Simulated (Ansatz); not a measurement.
## Work function of Ag(100): what the settings cost and change

Aim: the numerical settings behind the work function of Ag(100), with the cost of each.

Main program and level: Ansatz 0.2.0; plane-wave DFT, PBE, Ansatz PAW.

Experimental background.

For Ag (clean (100) face, a compiled value), “Anisotropic work function of elemental crystals” (2019, arxiv:1902.07811) quotes earlier work: work function (clean (100) face, a compiled value) 4.36 eV.

### Step 1. Starting point

The cell holds 7 atoms: 7 Ag. Cell: a = 2.892 Å, b = 2.892 Å, c = 30.270 Å, α = 90.0°, β = 90.0°, γ = 90.0°. Vacuum lies along c.

### Step 2. Slab, setting cutoff 200 eV

A work function rests on the faint tail of the density, so the SCF threshold is tight. The cutoff is raised first; then mesh and smearing are varied at the default cutoff.

input.yaml reads:

```yaml
crystal:
  lattice:
    - [2.8920667351, 0.0, 0.0]
    - [0.0, 2.8920667351, 0.0]
    - [0.0, 0.0, 30.27]
  atoms:
    - { symbol: Ag, position: [0.0, 0.0, 0.2973240833] }
    - { symbol: Ag, position: [0.5, 0.5, 0.3648827222] }
    - { symbol: Ag, position: [0.0, 0.0, 0.4324413611] }
    - { symbol: Ag, position: [0.5, 0.5, 0.5] }
    - { symbol: Ag, position: [0.0, 0.0, 0.5675586389] }
    - { symbol: Ag, position: [0.5, 0.5, 0.6351172778] }
    - { symbol: Ag, position: [0.0, 0.0, 0.7026759167] }
kpoints:
  mp_grid: { grid: [14, 14, 1] }
hamiltonian:
  xc: pbe
scf:
  occupations: { method: fermi_dirac, width: 0.1 }
  convergence: { dr2_threshold: 1.0e-09 }
efield:
  axis: 3
  dipole_correction: true
  ramp_position: 0.97
  ramp_width: 0.06
basis:
  ecutwfc: "200 eV"
output:
  write_potential: true
  write_density: true
  volumetric_format: npy
  elf: true
```

Started as:

```bash
ansatz run input.yaml --threads 2 --pin off --max-ram 3072MiB --backend cpu --events-out ev --progress --plain --runs-dir out
```

Numbers of over 12 decimals in the logs are rounded to 6 here.

The log of the run:

```text
Warning: basis.ecutwfc = 200 eV is below the records' recommended 420 eV, and the density's cutoff is lower with it unless basis.ecutrho_ratio is high enough to keep the records' density cutoff: compare with a run at a higher cutoff
Engine: ansatz 0.2.0, aarch64-unknown-linux-gnu
Pseudopotentials: kind: paw
Pseudopotential: Ag, paw, valence charge 19, recommended cutoff 420 eV (normal), Ag.paw.azcp
Functional definition: PBE
  parameter kappa = 0.804
  parameter beta = 0.066725
  exchange = pbe_x(kappa = kappa, mu = beta*pi^2/3)
  correlation = pbe_c(beta = beta)
Crystal: 7 atoms, lattice volume = 253.180 Å³
Basis set: ecut = 200 eV, 1673 PW (Γ)
Bands: 80, of which v1, the nominal top of the filled ones, is band 67 counted from 1 (66 counted from 0)
Symmetry: 8 space group operations
k-points: 36 of 196
Non-local potential: Ag, projectors of the file, l = 0: 3, l = 1: 2, l = 2: 2, l = 3: 1
PAW form: soft (Blöchl's): semilocal exchange-correlation on the pseudo side does not see the compensation charge
PAW one-centre angular grid: Ag, 590 points (default); XC on 64 Gauss nodes
Initial density: superposition of atomic densities (neutral atoms: chi_scale 0, normalization atom), corrected by the library's trained network
Initial wavefunctions: pseudopotential atomic-orbital guess
Functional: x = pbe(κ = 0.804, μ = 0.219515), c = pbe(β = 0.066725)
SCF iter   1: F=—  HF=-53066.673959 eV  |F-HF|=—  |Δ(HF+E_count)|=         —  Δρ=1.13e-1  dr2=1.76e1  ethr=1.77e-3  p=0.000 e·Å  D=7.37e-14 V/Å  ΔV_dip=-0.00 eV  dr2_dipole=4.43e-13  V_vac-E_F(+/−)=3.66/3.66 eV  ⟨swp⟩=6.8  Hψ=10911  notcnv=0  defer=69
efield: sawtooth ramp at fractional position 0.9700 (set: `efield.ramp_position`, or a place that a band, a saddle search or an elastic batch's reference lends), width 0.0600; the density the first Hamiltonian is built on has a dipole p = 0.000 e·Å; the dipole correction subtracts the counter field D = 7.37e-14 V/Å, which shifts the + side's vacuum level by -0.00 eV against the − side's; the planar-averaged density in the ramp window peaks in size at 1.1e-5 e/Å³
preconditioner: auto → LDOS  [metal: Δε(μ)=0.020 eV  Ē_g=9.047 eV  σ=0.100 eV  W_gap=0.05  n_scr=66 (ndim 8)  ℏωp=20.5 eV  f_vac=0.496  D(μ)=2.32/eV (n_scr^D=12)  β→1.0]
SCF iter   2: F=—  HF=-53068.722805 eV  |F-HF|=—  |Δ(HF+E_count)|=    2.05e0  Δρ=1.11e-1  dr2=2.59e1  ethr=1.77e-3  p=0.000 e·Å  D=7.92e-6 V/Å  ΔV_dip=-0.00 eV  dr2_dipole=3.87e-9  V_vac-E_F(+/−)=4.77/4.78 eV  ⟨swp⟩=3.0  Hψ=7706  notcnv=0  defer=179
SCF iter   3: F=—  HF=-53059.216617 eV  |F-HF|=—  |Δ(HF+E_count)|=    9.51e0  Δρ=9.04e-3  dr2=2.04e-1  ethr=1.77e-3  p=0.000 e·Å  D=3.83e-6 V/Å  ΔV_dip=-0.00 eV  dr2_dipole=2.22e-9  V_vac-E_F(+/−)=4.71/4.71 eV  ⟨swp⟩=3.0  Hψ=6366  notcnv=0  defer=184
SCF iter   4: F=—  HF=-53059.171520 eV  |F-HF|=—  |Δ(HF+E_count)|=   4.51e-2  Δρ=2.35e-3  dr2=2.66e-2  ethr=1.53e-4  p=-0.000 e·Å  D=-5.53e-7 V/Å  ΔV_dip=0.00 eV  dr2_dipole=6.79e-11  V_vac-E_F(+/−)=4.73/4.73 eV  ⟨swp⟩=2.0  Hψ=4881  notcnv=0  defer=186
SCF iter   5: F=—  HF=-53059.166275 eV  |F-HF|=—  |Δ(HF+E_count)|=   5.25e-3  Δρ=6.77e-4  dr2=1.49e-3  ethr=2.00e-5  p=0.000 e·Å  D=5.36e-7 V/Å  ΔV_dip=-0.00 eV  dr2_dipole=3.82e-10  V_vac-E_F(+/−)=4.78/4.79 eV  ⟨swp⟩=2.0  Hψ=4150  notcnv=0  defer=186
SCF iter   6: F=—  HF=-53059.165967 eV  |F-HF|=—  |Δ(HF+E_count)|=   3.07e-4  Δρ=2.04e-4  dr2=2.56e-4  ethr=1.12e-6  p=0.000 e·Å  D=3.87e-7 V/Å  ΔV_dip=-0.00 eV  dr2_dipole=1.45e-10  V_vac-E_F(+/−)=4.79/4.79 eV  ⟨swp⟩=2.0  Hψ=3984  notcnv=0  defer=186
SCF iter   7: F=—  HF=-53059.166095 eV  |F-HF|=—  |Δ(HF+E_count)|=   1.28e-4  Δρ=9.06e-5  dr2=2.44e-5  ethr=1.92e-7  p=0.000 e·Å  D=1.46e-7 V/Å  ΔV_dip=-0.00 eV  dr2_dipole=2.87e-12  V_vac-E_F(+/−)=4.80/4.81 eV  ⟨swp⟩=2.1  Hψ=4321  notcnv=0  defer=186
SCF iter   8: F=—  HF=-53059.166091 eV  |F-HF|=—  |Δ(HF+E_count)|=   3.94e-6  Δρ=1.59e-5  dr2=6.30e-7  ethr=1.83e-8  p=0.000 e·Å  D=8.90e-8 V/Å  ΔV_dip=-0.00 eV  dr2_dipole=2.14e-12  V_vac-E_F(+/−)=4.80/4.81 eV  ⟨swp⟩=2.0  Hψ=4068  notcnv=0  defer=186
SCF iter   9: F=—  HF=-53059.166076 eV  |F-HF|=—  |Δ(HF+E_count)|=   1.50e-5  Δρ=2.91e-6  dr2=2.61e-8  ethr=4.74e-10  p=0.000 e·Å  D=3.79e-8 V/Å  ΔV_dip=-0.00 eV  dr2_dipole=1.04e-16  V_vac-E_F(+/−)=4.80/4.81 eV  ⟨swp⟩=3.0  Hψ=6466  notcnv=0  defer=186
SCF iter  10: F=—  HF=-53059.166076 eV  |F-HF|=—  |Δ(HF+E_count)|=   9.79e-9  Δρ=1.18e-6  dr2=4.37e-9  ethr=1.96e-11  p=0.000 e·Å  D=6.21e-9 V/Å  ΔV_dip=-0.00 eV  dr2_dipole=2.43e-17  V_vac-E_F(+/−)=4.80/4.81 eV  ⟨swp⟩=2.1  Hψ=4337  notcnv=0  defer=186
SCF iter  11: F=-53059.166076 eV  HF=-53059.166076 eV  |F-HF|=4.07e-10  |Δ(HF+E_count)|=   2.17e-9  Δρ=3.78e-7  dr2=5.93e-10  ethr=1.00e-12  p=0.000 e·Å  D=3.17e-9 V/Å  ΔV_dip=-0.00 eV  dr2_dipole=1.38e-15  V_vac-E_F(+/−)=4.80/4.81 eV  ⟨swp⟩=12.0  Hψ=10146  notcnv=0
WARN: efield: at this solve's end the planar-averaged density reaches 9.84e-5 e/Å³ inside the ramp window [0.9370, 0.0630] (bound 1e-5 e/Å³), and 8.55e-5 e/Å³ on another of its planes; the window's nearer edge stands 7.09 Å from this solve's nearest atom along the axis. Its work functions, free energy, forces, stress, dipole, levels and responses can be off, and this figure does not tell by how much. A short vacuum, a low `basis.ecutwfc` or `basis.ecutrho_ratio` and negative occupations (`scf.occupations.method`) can put density there. See the manual's quickstart, § The vacuum guard
SCF 1 converged in 11 iterations: F = -53059.166076 eV  dr2 = 5.93e-10
  greatest PAW one-centre occupation: 1.047 electrons in one spin orbital (limit 2), on the Ag atom at site 0 (counted from 0), in its partial waves of l = 2
WARN: The output density's exchange-correlation potential varies sharply where the density is thin. Do not read a vacuum level from v_tot or v_xc, or from such a field of the output density. On a cell that repeats whose density bears no net charge and no dipole along the vacuum's axis use v_es (v_loc + v_h of the components); under efield.dipole_correction with no amplitude use v_es + v_field, which holds any externa [...]
SCF converged after 11 iterations
Free energy (F): -53059.166076 eV
Harris-Foulkes:  -53059.166076 eV  (|F-HF|=4.07e-10)
Internal energy: -53059.098830 eV  (E = F + TS)
E sigma→0 (E₀):  -53059.132453 eV
Entropy (-TS):   -0.067246 eV (-9.607 meV/atom)
Fermi energy:    5.843520 eV
Dipole field:    D = -0.000000 V/Å  (p = -0.000000 e·Å, saw-weighted, corrected)
Work function:   Φ+ = 4.8024 eV (in doubt: plateau slope 3.4e-2 eV/Å)   Φ− = 4.8079 eV (in doubt: plateau slope 3.1e-2 eV/Å)
Levels:          The Fermi level and band energies are counted from a zero that moves with the ramp; work functions are not
Vacuum region:   at the solve's end the planar-averaged density reaches 9.84e-5 e/Å³ inside the ramp window [0.9370, 0.0630] (bound 1e-5 e/Å³), and 8.55e-5 e/Å³ on another of its planes
--- Per-component energies (eV) ---
  E_band       = -3332.065983
  E_kinetic    = 3936.076644
  E_local      = -286916.897698  (includes V_loc(G=0)·N_el)
  E_nonlocal   = 368.317112
  E_hartree    = 141927.355101
  E_xc         = -1340.050567
  E_vxc        = -1703.686170  (∫ρ·V_xc dr)
  E_paw        = -27263.654990  (= ΣΔE_a)
  E_vpaw       = -2870.632357  (= ΣTr[D̂ρ^β])
  E_aug_tail   = 0.037220  (compensation charges beyond the density's cutoff)
  E_efield     = 0.000000  (sawtooth field / dipole correction)
  E_vefield    = 0.000000  (∫n·V_field dr)
  E_ewald      = 116229.718348
  E_smearing   = -0.067246  (= −TS)
  E_closure    = 0.000000  (closes the sum)
  Σ components = -53059.166076   (vs F -53059.166076, Δ=0.00e0)
--- Band table (eV; the first three rows and the last of 36) ---
  k-point 0: bands = [... 63 lower, 2.2805, 2.2805, 2.3064, 2.3064, 3.3987, 5.0620, 6.5954, 7.4559, ... 9 higher]
  k-point 1: bands = [... 63 lower, 2.2098, 2.3009, 2.3027, 2.3969, 3.6058, 5.2417, 6.7694, 7.6753, ... 9 higher]
  k-point 2: bands = [... 63 lower, 2.1819, 2.3050, 2.3318, 2.7376, 4.0691, 5.7016, 7.2397, 8.2527, ... 9 higher]
  k-point 35: bands = [... 63 lower, 8.0373, 8.0373, 8.9722, 8.9722, 10.2335, 10.2335, 11.6772, 11.6772, ... 9 higher]
```

Elapsed: 47 s, on 2 threads of Arm Neoverse N1, shared host; peak memory 0.48 GiB; 83 s of CPU time.

The column dr2 measures how far the density is from self-consistency, as an energy; F and HF (Harris–Foulkes) agree once it is small.

Numbers from this step:

```
energy at zero smearing   : -53059.1325 eV
work function, upper face : 4.802 eV
```

Running mean over 2.045 Å of the planar mean; the ramp of the sawtooth is left out. Electron's electrostatic potential energy less the Fermi level against z:

| z (Å) | electron's electrostatic potential energy less the Fermi level (eV) |
| --- | --- |
| 3.5 | 4.72 |
| 4.0 | 4.69 |
| 4.5 | 4.65 |
| 5.0 | 4.60 |
| 5.5 | 4.54 |
| 6.0 | 4.44 |
| 6.5 | 4.26 |
| 7.0 | 3.73 |
| 7.5 | 2.01 |
| 8.0 | -1.26 |
| 8.5 | -4.36 |
| 9.0 | -5.77 |
| 9.5 | -6.07 |
| 10.0 | -6.15 |
| 10.5 | -6.20 |
| 11.0 | -6.24 |
| 11.5 | -6.24 |
| 12.0 | -6.23 |
| 12.5 | -6.22 |
| 13.0 | -6.21 |
| 13.5 | -6.21 |
| 14.0 | -6.22 |
| 14.5 | -6.22 |
| 15.0 | -6.22 |
| 15.5 | -6.22 |
| 16.0 | -6.22 |
| 16.5 | -6.22 |
| 17.0 | -6.21 |
| 17.5 | -6.21 |
| 18.0 | -6.22 |
| 18.5 | -6.23 |
| 19.0 | -6.24 |
| 19.5 | -6.23 |
| 20.0 | -6.18 |
| 20.5 | -6.12 |
| 21.0 | -5.99 |
| 21.5 | -5.34 |
| 22.0 | -3.10 |
| 22.5 | 0.375 |
| 23.0 | 3.02 |
| 23.5 | 4.05 |
| 24.0 | 4.36 |
| 24.5 | 4.49 |
| 25.0 | 4.57 |
| 25.5 | 4.62 |
| 26.0 | 4.67 |
| 26.5 | 4.70 |
| 27.0 | 4.73 |

Valence density in the ca plane at fractional y = 0.000, with atoms of Ag within 0.2 Å of it. It is the smooth field of the valence electrons, not physical close to the nuclei.

Ten steps, logarithmic in the rise over the least value, from '0' (0 e/Å³) to '9' (18 e/Å³), each cell a mean:
```
11001258986211011479973110113799741000000000
11111136764111111357642111112567520000000000
11111113332111111123321111111233210000000000
11111111111111111111111111111111100000000000
11111112221111111112211111111122100000000000
11111124543111111245531111111355410000000000
11111247875211111478862111113688631000000000
21001269996210012589973110114799841000000000
```
Columns run along c (16.0 Å, from fractional 0.34 to 0.87 of the cell), rows up along a (2.9 Å). Atoms in or near the plane, at fractional coordinates: Ag at (0.43, 0.00), Ag at (0.57, 0.00), Ag at (0.70, 0.00).

Electrostatic potential energy in the ca plane at fractional y = 0.000, with atoms of Ag within 0.2 Å of it. With pseudopotentials it is smooth inside the atoms' cores, unlike the true potential.

Ten even steps from '0' (-37 eV) to '9' (10 eV), each cell a mean:
```
89999841004899998510027999996200268999999999
99999863236899999742358999998533489999999999
99999987778999999877789999999877899999999999
99999999899999999998899999999988999999999999
99999998889999999988889999999888899999999999
99999975457999999864578999998655689999999999
89999852015899998620147999997311379999999999
89999740003799998510026999996200158999999999
```
Columns run along c (16.0 Å, from fractional 0.34 to 0.87 of the cell; values clipped at the 3rd and 97th percentile), rows up along a (2.9 Å). Atoms in or near the plane, at fractional coordinates: Ag at (0.43, 0.00), Ag at (0.57, 0.00), Ag at (0.70, 0.00).

ELF in the ca plane at fractional y = 0.000, with atoms of Ag within 0.2 Å of it. It is the smooth field of the valence electrons, not physical close to the nuclei.

Ten even steps from '0' (0.00) to '9' (0.84), each cell a mean:
```
11011147875211011468862110113688641100000000
12222135653122221246541222211456421000000000
22222212221222222122211222221122211000000000
22222212222222222122222222221222210000000000
22222211211222222112111222221122111000000000
12222124442122222134421222221344321000000000
11111146764111111367752111112577631100000000
11001258985210011479963110113699741100000000
```
Columns run along c (16.0 Å, from fractional 0.34 to 0.87 of the cell), rows up along a (2.9 Å). Atoms in or near the plane, at fractional coordinates: Ag at (0.43, 0.00), Ag at (0.57, 0.00), Ag at (0.70, 0.00).

The work function is 4.802 eV. The program marks this work function as in doubt.

### Step 3. Run

Changes to input.yaml since step 2:

```diff
@@ -26,3 +26,3 @@
 basis:
-  ecutwfc: "200 eV"
+  ecutwfc: "300 eV"
 output:
@@ -31,2 +31 @@
   volumetric_format: npy
-  elf: true
```

The log of the run:

```text
[...]
Crystal: 7 atoms, lattice volume = 253.180 Å³
Basis set: ecut = 300 eV, 2925 PW (Γ)
Bands: 80, of which v1, the nominal top of the filled ones, is band 67 counted from 1 (66 counted from 0)
Symmetry: 8 space group operations
k-points: 36 of 196
[...]
k-point 0: bands = [... 63 lower, 2.9351, 2.9562, 3.1056, 3.1056, 3.4716, 5.0537, 6.5561, 7.3725, ... 9 higher]
  k-point 1: bands = [... 63 lower, 2.9121, 2.9592, 2.9786, 3.1062, 3.7286, 5.2550, 6.7425, 7.6072, ... 9 higher]
  k-point 2: bands = [... 63 lower, 2.8933, 3.0296, 3.0489, 3.0840, 4.2136, 5.7451, 7.2417, 8.2268, ... 9 higher]
  k-point 35: bands = [... 63 lower, 7.9153, 7.9153, 8.8795, 8.8795, 10.1859, 10.1859, 11.6672, 11.6672, ... 9 higher]
[key lines of the parts left out:]
SCF converged after 9 iterations
Free energy (F): -53132.245675 eV
Fermi energy:    5.935282 eV
Dipole field:    D = -0.000000 V/Å  (p = -0.000000 e·Å, saw-weighted, corrected)
Work function:   Φ+ = 4.2983 eV   Φ− = 4.2984 eV
```

It took 71 s on 2 threads; peak memory 0.68 GiB.

The work function is 4.298 eV, -0.504 eV from the run “cutoff 200 eV”, at 1.6 times its CPU time.

### Step 4. Run

Changes to input.yaml since step 3:

```diff
@@ -26,3 +26,3 @@
 basis:
-  ecutwfc: "300 eV"
+  ecutwfc: "420 eV"
 output:
```

The log of the run:

```text
[...]
Crystal: 7 atoms, lattice volume = 253.180 Å³
Basis set: ecut = 420 eV, 4929 PW (Γ)
Bands: 80, of which v1, the nominal top of the filled ones, is band 67 counted from 1 (66 counted from 0)
Symmetry: 8 space group operations
k-points: 36 of 196
[...]
k-point 0: bands = [... 63 lower, 2.9590, 2.9810, 3.1331, 3.1331, 3.4731, 5.0530, 6.5557, 7.3699, ... 9 higher]
  k-point 1: bands = [... 63 lower, 2.9368, 2.9814, 3.0051, 3.1336, 3.7341, 5.2558, 6.7427, 7.6041, ... 9 higher]
  k-point 2: bands = [... 63 lower, 2.9189, 3.0554, 3.0627, 3.1080, 4.2195, 5.7469, 7.2426, 8.2253, ... 9 higher]
  k-point 35: bands = [... 63 lower, 7.9077, 7.9077, 8.8721, 8.8721, 10.1795, 10.1795, 11.6605, 11.6605, ... 9 higher]
[key lines of the parts left out:]
SCF converged after 9 iterations
Free energy (F): -53132.993673 eV
Fermi energy:    5.936838 eV
Dipole field:    D = -0.000000 V/Å  (p = -0.000000 e·Å, saw-weighted, corrected)
Work function:   Φ+ = 4.2958 eV   Φ− = 4.2958 eV
```

It took 95 s on 2 threads; peak memory 0.96 GiB; 2.9 min of CPU time.

The work function is 4.296 eV, -0.507 eV from the run “cutoff 200 eV”, at 2.1 times its CPU time.

### Step 5. Slab

Changes to input.yaml since step 4:

```diff
@@ -26,3 +26,3 @@
 basis:
-  ecutwfc: "420 eV"
+  ecutwfc: "600 eV"
 output:
```

The log of the run:

```text
[...]
Crystal: 7 atoms, lattice volume = 253.180 Å³
Basis set: ecut = 600 eV, 8413 PW (Γ)
Bands: 80, of which v1, the nominal top of the filled ones, is band 67 counted from 1 (66 counted from 0)
Symmetry: 8 space group operations
k-points: 36 of 196
[...]
k-point 0: bands = [... 63 lower, 2.9583, 2.9803, 3.1326, 3.1326, 3.4729, 5.0529, 6.5554, 7.3697, ... 9 higher]
  k-point 1: bands = [... 63 lower, 2.9361, 2.9809, 3.0045, 3.1330, 3.7339, 5.2556, 6.7424, 7.6038, ... 9 higher]
  k-point 2: bands = [... 63 lower, 2.9183, 3.0548, 3.0624, 3.1075, 4.2193, 5.7466, 7.2423, 8.2249, ... 9 higher]
  k-point 35: bands = [... 63 lower, 7.9075, 7.9075, 8.8718, 8.8718, 10.1792, 10.1792, 11.6602, 11.6602, ... 9 higher]
[key lines of the parts left out:]
SCF converged after 9 iterations
Free energy (F): -53133.006945 eV
Fermi energy:    5.936581 eV
Dipole field:    D = -0.000000 V/Å  (p = -0.000000 e·Å, saw-weighted, corrected)
Work function:   Φ+ = 4.2955 eV   Φ− = 4.2955 eV
```

Run time: 2.7 min. Hardware: 2 threads; peak memory 1.5 GiB; 4.9 min of CPU time.

The work function is 4.295 eV, -0.000 eV from the run “cutoff 420 eV”, at 1.7 times its CPU time.

### Step 6. Slab

Changes to input.yaml since step 5:

```diff
@@ -14,3 +14,3 @@
 kpoints:
-  mp_grid: { grid: [14, 14, 1] }
+  mp_grid: { grid: [2, 2, 1] }
 hamiltonian:
@@ -25,4 +25,2 @@
   ramp_width: 0.06
-basis:
-  ecutwfc: "600 eV"
 output:
```

The log of the run:

```text
[...]
Crystal: 7 atoms, lattice volume = 253.180 Å³
Basis set: ecut = 420 eV, 4929 PW (Γ)
Bands: 80, of which v1, the nominal top of the filled ones, is band 67 counted from 1 (66 counted from 0)
Symmetry: 8 space group operations
k-points: 3 of 4
[...]
Work function:   Φ+ = 4.1950 eV   Φ− = 4.1951 eV
[...]
--- Band table (eV) ---
  k-point 0: bands = [... 63 lower, 3.2558, 3.3982, 3.5611, 3.5611, 3.6442, 5.1316, 6.5056, 7.4796, ... 9 higher]
  k-point 1: bands = [... 63 lower, 5.7566, 5.7636, 5.8215, 5.8600, 5.8822, 6.0010, 6.0141, 8.6454, ... 9 higher]
  k-point 2: bands = [... 63 lower, 8.2037, 8.2037, 9.0274, 9.0274, 10.2742, 10.2742, 11.7666, 11.7666, ... 9 higher]
[key lines of the parts left out:]
SCF converged after 17 iterations
Free energy (F): -53127.226578 eV
Fermi energy:    5.904012 eV
Dipole field:    D = 0.000001 V/Å  (p = 0.000001 e·Å, saw-weighted, corrected)
```

Run time: 8.7 s. Hardware: 2 threads; peak memory 0.48 GiB.

The work function is 4.195 eV, -0.101 eV from the run “cutoff 420 eV”, at 0.064 times its CPU time.

### Step 7. Run

Changes to input.yaml since step 6:

```diff
@@ -14,3 +14,3 @@
 kpoints:
-  mp_grid: { grid: [2, 2, 1] }
+  mp_grid: { grid: [5, 5, 1] }
 hamiltonian:
```

The log of the run:

```text
[...]
Crystal: 7 atoms, lattice volume = 253.180 Å³
Basis set: ecut = 420 eV, 4929 PW (Γ)
Bands: 80, of which v1, the nominal top of the filled ones, is band 67 counted from 1 (66 counted from 0)
Symmetry: 8 space group operations
k-points: 6 of 25
[...]
k-point 0: bands = [... 63 lower, 3.0692, 3.0761, 3.1711, 3.1711, 3.5108, 5.0842, 6.6043, 7.4023, ... 9 higher]
  k-point 1: bands = [... 63 lower, 3.0146, 3.1050, 3.1238, 3.4131, 4.7117, 6.2870, 7.8379, 8.9279, ... 9 higher]
  k-point 2: bands = [... 63 lower, 3.7506, 3.8103, 4.1665, 5.1579, 6.5030, 7.5704, 7.6087, 9.1484, ... 9 higher]
  k-point 5: bands = [... 63 lower, 5.9307, 6.7949, 7.8627, 8.8821, 9.0238, 9.7726, 10.2991, 10.9836, ... 9 higher]
[key lines of the parts left out:]
SCF converged after 9 iterations
Free energy (F): -53133.220752 eV
Fermi energy:    5.920835 eV
Dipole field:    D = 0.000000 V/Å  (p = 0.000000 e·Å, saw-weighted, corrected)
Work function:   Φ+ = 4.2636 eV   Φ− = 4.2636 eV
```

Run time: 19 s. Hardware: 2 threads; peak memory 0.51 GiB.

The work function is 4.264 eV, -0.032 eV from the run “cutoff 420 eV”, at 0.16 times its CPU time.

(Part 1 of 2 ends here.)

[Logs are printed without paths, hosts, clocks, repeated set-up lines and the standing remarks that a program may print on its own settings, such as how far it seeks lower states.]

[Hosts, paths, dates, database ids (printed as entryN), source tags and the programs' standing remarks are cut or masked in the printed files.]

[Maps of the electrostatic potential energy from Ansatz leave out the sawtooth potential of an applied field or a dipole correction, so their vacuum need not be flat; planar profiles and work functions include it.]
